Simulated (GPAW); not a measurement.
# Dielectric function and optical constants of Ir, part 2 of 2

Aim: the dielectric function of Ir, and the optical constants that follow from it. The cell comes from an older database entry, whose edges can differ from later determinations, mostly by under a per cent.

GPAW 26.7.0; DFT, PBE, plane-wave PAW (GPAW data sets), scalar-relativistic, RPA, optical limit.

So far. Step 2 (Ground state): There are states at the Fermi level within the smearing, so the occupations stay smeared and the carriers get a Drude term.

The database entry behind the starting cell differs from later determinations by our own check (0.1 to 0.3 % short, probably kX units), so it need not match the best structure at ambient conditions.

### Step 4. Dielectric function, RPA

Transitions between filled and empty bands, summed over the zone, give the optical response, so mesh, band count and broadening shape it.

The induced potential is part of this response.

This step: DFT, PBE, plane-wave PAW (GPAW data sets), scalar-relativistic, RPA, optical limit (GPAW 26.7.0).

The input, df.py:

```python
from gpaw.response.df import DielectricFunction

df = DielectricFunction('full.gpw', frequencies={'type': 'nonlinear', 'domega0': 0.03, 'omega2': 8},
                        ecut=50,
                        eta=0.15,
                        nbands=18,
                        rate=0.05,
                        txt='df.txt')
for direction in ['x']:
    df.get_dielectric_function(xc='RPA', direction=direction, filename=f'df_{direction}.csv')
```

Started as:

```
$ OMP_NUM_THREADS=1 python df.py
```

Numbers of over 12 decimals in the logs are rounded to 6 here.

The program printed:

```text
Using integrator: PointIntegrator
NonLinearFrequencyDescriptor(from 0.000 to 90.926 eV, 532 points)
Nonperiodic BCs:  [False False False]
Using integrator: PointIntegrator
NonLinearFrequencyDescriptor(from 0.000 to 90.926 eV, 532 points)
Nonperiodic BCs:  [False False False]
Using integrator: PointIntegrator

Calculating chi0 body with:
    Ground state adapter containing:
    Number of spins: 1
    Number of kpoints: 6859
    Number of irreducible kpoints: 220
    Number of completely occupied states: 5
    Number of partially occupied states: 9

    Linear response parametrization:
    q_c: [0.0, 0.0, 0.0]
    Number of frequency points: 532
    Planewave cutoff: 50.0
    Number of bands: 18
    Number of planewaves: 15
    Broadening (eta): 0.15

Integrating chi0 body.

Symmetries of q_c:
    Direct symmetries (Uq -> q): 48
    Indirect symmetries (TUq -> q): 0
In total 48 allowed symmetries.

220 groups of equivalent kpoints. 96.792535% reduction.

Integral kind: spectral function

Calculating chi0 optical extensions with:
    Ground state adapter containing:
    Number of spins: 1
    Number of kpoints: 6859
    Number of irreducible kpoints: 220
    Number of completely occupied states: 5
    Number of partially occupied states: 9

    Linear response parametrization:
    Number of frequency points: 532
    Planewave cutoff: 50.0
    Number of bands: 18
    Number of planewaves: 15
    Broadening (eta): 0.15
Integrating chi0 head and wings.

Symmetries of q_c:
    Direct symmetries (Uq -> q): 48
    Indirect symmetries (TUq -> q): 0
In total 48 allowed symmetries.

220 groups of equivalent kpoints. 96.792535% reduction.

Integral kind: spectral function wings

Calculating drude chi0 with:
    Number of frequency points:532
    Plasma frequency decay rate: 0.05 eV

    Ground state adapter containing:
    Number of spins: 1
    Number of kpoints: 6859
    Number of irreducible kpoints: 220
    Number of completely occupied states: 5
    Number of partially occupied states: 9

Symmetries of q_c:
    Direct symmetries (Uq -> q): 48
    Indirect symmetries (TUq -> q): 0
In total 48 allowed symmetries.

220 groups of equivalent kpoints. 96.792535% reduction.

Integral kind: intraband
Plasma frequency:
[[11.77+0.j  0.  +0.j  0.  -0.j]
 [ 0.  +0.j 11.77+0.j  0.  -0.j]
 [ 0.  +0.j  0.  -0.j 11.77+0.j]]
```

The job ended after 8.9 s (1 thread of Arm Neoverse V1, shared host; peak memory 0.19 GiB).

Sum at mesh points, not converged in k. Table of Im ε, E ∥ x by photon energy; read off at these points:

```
photon energy (eV)  Im ε, E ∥ x
              0.50          198
              1.00         43.3
              1.50         31.3
              2.00         23.8
              2.28         27.1
              2.50         22.9
              3.00         17.5
              3.50         12.0
              4.00         11.7
              4.50         10.6
              5.00         5.56
              5.50         4.19
              6.00         3.93
              6.50         3.55
              7.00         3.37
              7.50         3.19
              8.00         2.86
              8.50         4.04
              9.00         3.70
              9.50         4.73
             10.00         4.91
             10.50         4.98
             11.00         4.21
             11.50         3.10
             12.00         2.78
             12.50         2.39
             13.00         1.96
             13.50         2.24
```

Values under 1 per cm are given as 1; sum at mesh points, not converged in k. Table of absorption coefficient, E ∥ x by photon energy:

```csv
photon energy (eV),"absorption coefficient, E ∥ x (1/cm)"
0.492,1.2e6
1.010,1.1e6
1.486,1.2e6
1.985,1.2e6
2.508,1.4e6
3.018,1.4e6
3.510,1.4e6
3.980,1.5e6
4.516,1.7e6
4.981,1.7e6
5.515,1.4e6
6.021,1.5e6
6.494,1.4e6
6.985,1.3e6
7.496,1.3e6
8.026,1.1e6
8.516,1.2e6
9.023,1.2e6
9.483,1.5e6
10.026,1.6e6
10.519,2.0e6
11.029,2.0e6
11.479,2.0e6
12.023,1.8e6
12.504,2.0e6
13.000,1.8e6
13.512,1.7e6
```

Sum at mesh points, not converged in k. Im ε, E ∥ x against photon energy; read off at these points:

```csv
photon energy (eV),without local fields,with local fields
0.500,198,198
0.750,62.3,62.3
1.000,43.3,43.3
1.250,44.1,44.1
1.500,31.3,31.3
1.750,27.0,27.1
2.000,23.8,23.8
2.250,27.0,27.1
2.281,27.1,27.1
2.500,22.8,22.9
2.750,17.8,17.9
3.000,17.4,17.5
3.250,13.6,13.6
3.500,12.0,12.0
3.750,12.0,12.0
4.000,11.7,11.7
4.250,11.4,11.4
4.500,10.6,10.6
4.750,7.97,8.03
5.000,5.52,5.56
5.250,4.11,4.13
5.500,4.16,4.19
5.750,4.42,4.46
6.000,3.89,3.93
6.250,3.63,3.65
6.500,3.54,3.55
6.750,3.10,3.10
7.000,3.36,3.37
7.250,3.10,3.11
7.500,3.18,3.19
7.750,2.98,2.98
8.000,2.85,2.86
8.250,3.01,3.03
8.500,4.02,4.04
8.750,3.97,3.99
9.000,3.67,3.70
9.250,4.39,4.44
9.500,4.67,4.73
9.750,4.72,4.78
10.000,4.84,4.91
10.250,5.15,5.25
10.500,4.87,4.98
10.750,4.24,4.33
11.000,4.12,4.21
11.250,3.46,3.55
11.500,3.03,3.10
11.750,2.80,2.86
12.000,2.71,2.78
12.250,2.98,3.05
12.500,2.32,2.39
12.750,2.08,2.13
13.000,1.94,1.96
13.250,1.76,1.75
13.500,2.24,2.24
13.750,2.08,2.06
```

The loss function −Im 1/ε at q → 0, E ∥ x has structure finer than the step of the table below, so its rows give means over 0.5 eV, whole bins alone (the curve runs from 0.305 to 14.0 eV). Peaks (eV: height): 8.15: 0.344, 13.34: 0.477.

Sum at mesh points, not converged in k. Table of loss function −Im 1/ε at q → 0, E ∥ x by energy loss; means over each step:

energy loss (eV), loss function −Im 1/ε at q → 0, E ∥ x and a bar:
```
      1.0      0.003 
      1.5      0.008 
      2.0      0.017 #
      2.5      0.021 #
      3.0      0.028 ##
      3.5      0.038 ##
      4.0      0.047 ###
      4.5      0.045 ###
      5.0      0.043 ###
      5.5      0.075 #####
      6.0      0.099 #######
      6.5      0.134 #########
      7.0      0.190 #############
      7.5      0.243 #################
      8.0      0.313 ######################
      8.5      0.262 ###################
      9.0      0.259 ##################
      9.5      0.209 ###############
     10.0      0.201 ##############
     10.5      0.184 #############
     11.0      0.194 ##############
     11.5      0.228 ################
     12.0      0.273 ###################
     12.5      0.272 ###################
     13.0      0.368 ##########################
     13.5      0.421 ##############################
```

Sum at mesh points, not converged in k. Reflectivity at normal incidence, E ∥ x against photon energy; read off at these points:

```
photon energy (eV)  reflectivity at normal incidence, E ∥ x (%)
             0.500                                         97.2
             0.750                                         96.9
             1.000                                         94.2
             1.250                                         89.9
             1.500                                         88.4
             1.750                                         84.3
             2.000                                         80.8
             2.250                                         76.3
             2.500                                         78.0
             2.750                                         77.1
             3.000                                         73.7
             3.250                                         75.4
             3.500                                         71.5
             3.750                                         69.6
             4.000                                         67.7
             4.250                                         67.4
             4.500                                         69.5
             4.750                                         73.6
             5.000                                         76.6
             5.077                                         77.1
             5.250                                         74.6
             5.500                                         67.3
             5.750                                         63.7
             6.000                                         64.3
             6.250                                         58.9
             6.500                                         58.1
             6.750                                         54.3
             7.000                                         46.8
             7.250                                         46.9
             7.500                                         41.4
             7.750                                         37.1
             8.000                                         32.6
             8.250                                         24.7
             8.500                                         27.0
             8.750                                         31.6
             9.000                                         26.2
             9.250                                         27.2
             9.500                                         30.6
             9.750                                         33.5
            10.000                                         31.7
            10.250                                         36.6
            10.500                                         39.9
            10.750                                         40.7
            11.000                                         42.2
            11.250                                         45.6
            11.500                                         43.9
            11.750                                         41.9
            12.000                                         37.1
            12.250                                         40.7
            12.423                                         44.4
            12.500                                         44.1
            12.750                                         41.5
            13.000                                         38.7
            13.250                                         33.4
            13.500                                         29.0
            13.750                                         34.4
```

From ε follow the optical constants at some laser and lamp lines:

| wavelength (nm) | n | k | R (%) | 1/α |
| --- | --- | --- | --- | --- |
| 1064 | 2.33 | 9.533 | 90.8 | 8.9 nm |
| 800 | 2.00 | 7.519 | 87.8 | 8.5 nm |
| 633 | 2.04 | 5.961 | 81.8 | 8.5 nm |
| 532 | 2.42 | 5.508 | 77.0 | 7.7 nm |
| 365 | 1.49 | 4.088 | 74.0 | 7.1 nm |
| 248 | 0.84 | 3.309 | 76.6 | 6.0 nm |
| 193 | 0.86 | 2.168 | 57.8 | 7.1 nm |

A polished face would reflect 78 % of daylight and look near white (CIE x = 0.316, y = 0.329 under D65).

### Step 5. What came out

At this level (PBE, RPA) Ir is a metal. The mesh is too coarse to trust the carriers' weight, the reflectivity or the colour to better than tens of per cent. A polished face would reflect 78 % of daylight and look near white (CIE x = 0.316, y = 0.329 under D65). The carriers' damping of 0.05 eV is typed, not computed; it shapes the response at the lowest energies. Spin-orbit coupling is left out although heavy atoms are present. In this version of GPAW the matrix elements of the optical limit are incomplete, which can lower ε − 1 by up to a tenth where first-row anions or d states rule, and shift it by more in d metals. GPAW's carrier term has the form −ωp²/(ω + i·rate)², which damps like twice the rate and fails at low energy, so the curves leave the lowest energies out. The sum runs over mesh points 0.15 Å⁻¹ apart with no interpolation, so peaks are partly noise of the mesh, and the Drude plasma energy, a sum over the Fermi surface, isn't converged.

[Machine, clock and banner lines and Python warnings are left out of the logs.]

[Logs are printed without paths, hosts, clocks, repeated set-up lines and the standing remarks that a program may print on its own settings, such as how far it seeks lower states.]

[Hosts, paths, dates, database ids (printed as entryN), source tags and the programs' standing remarks are cut or masked in the printed files.]
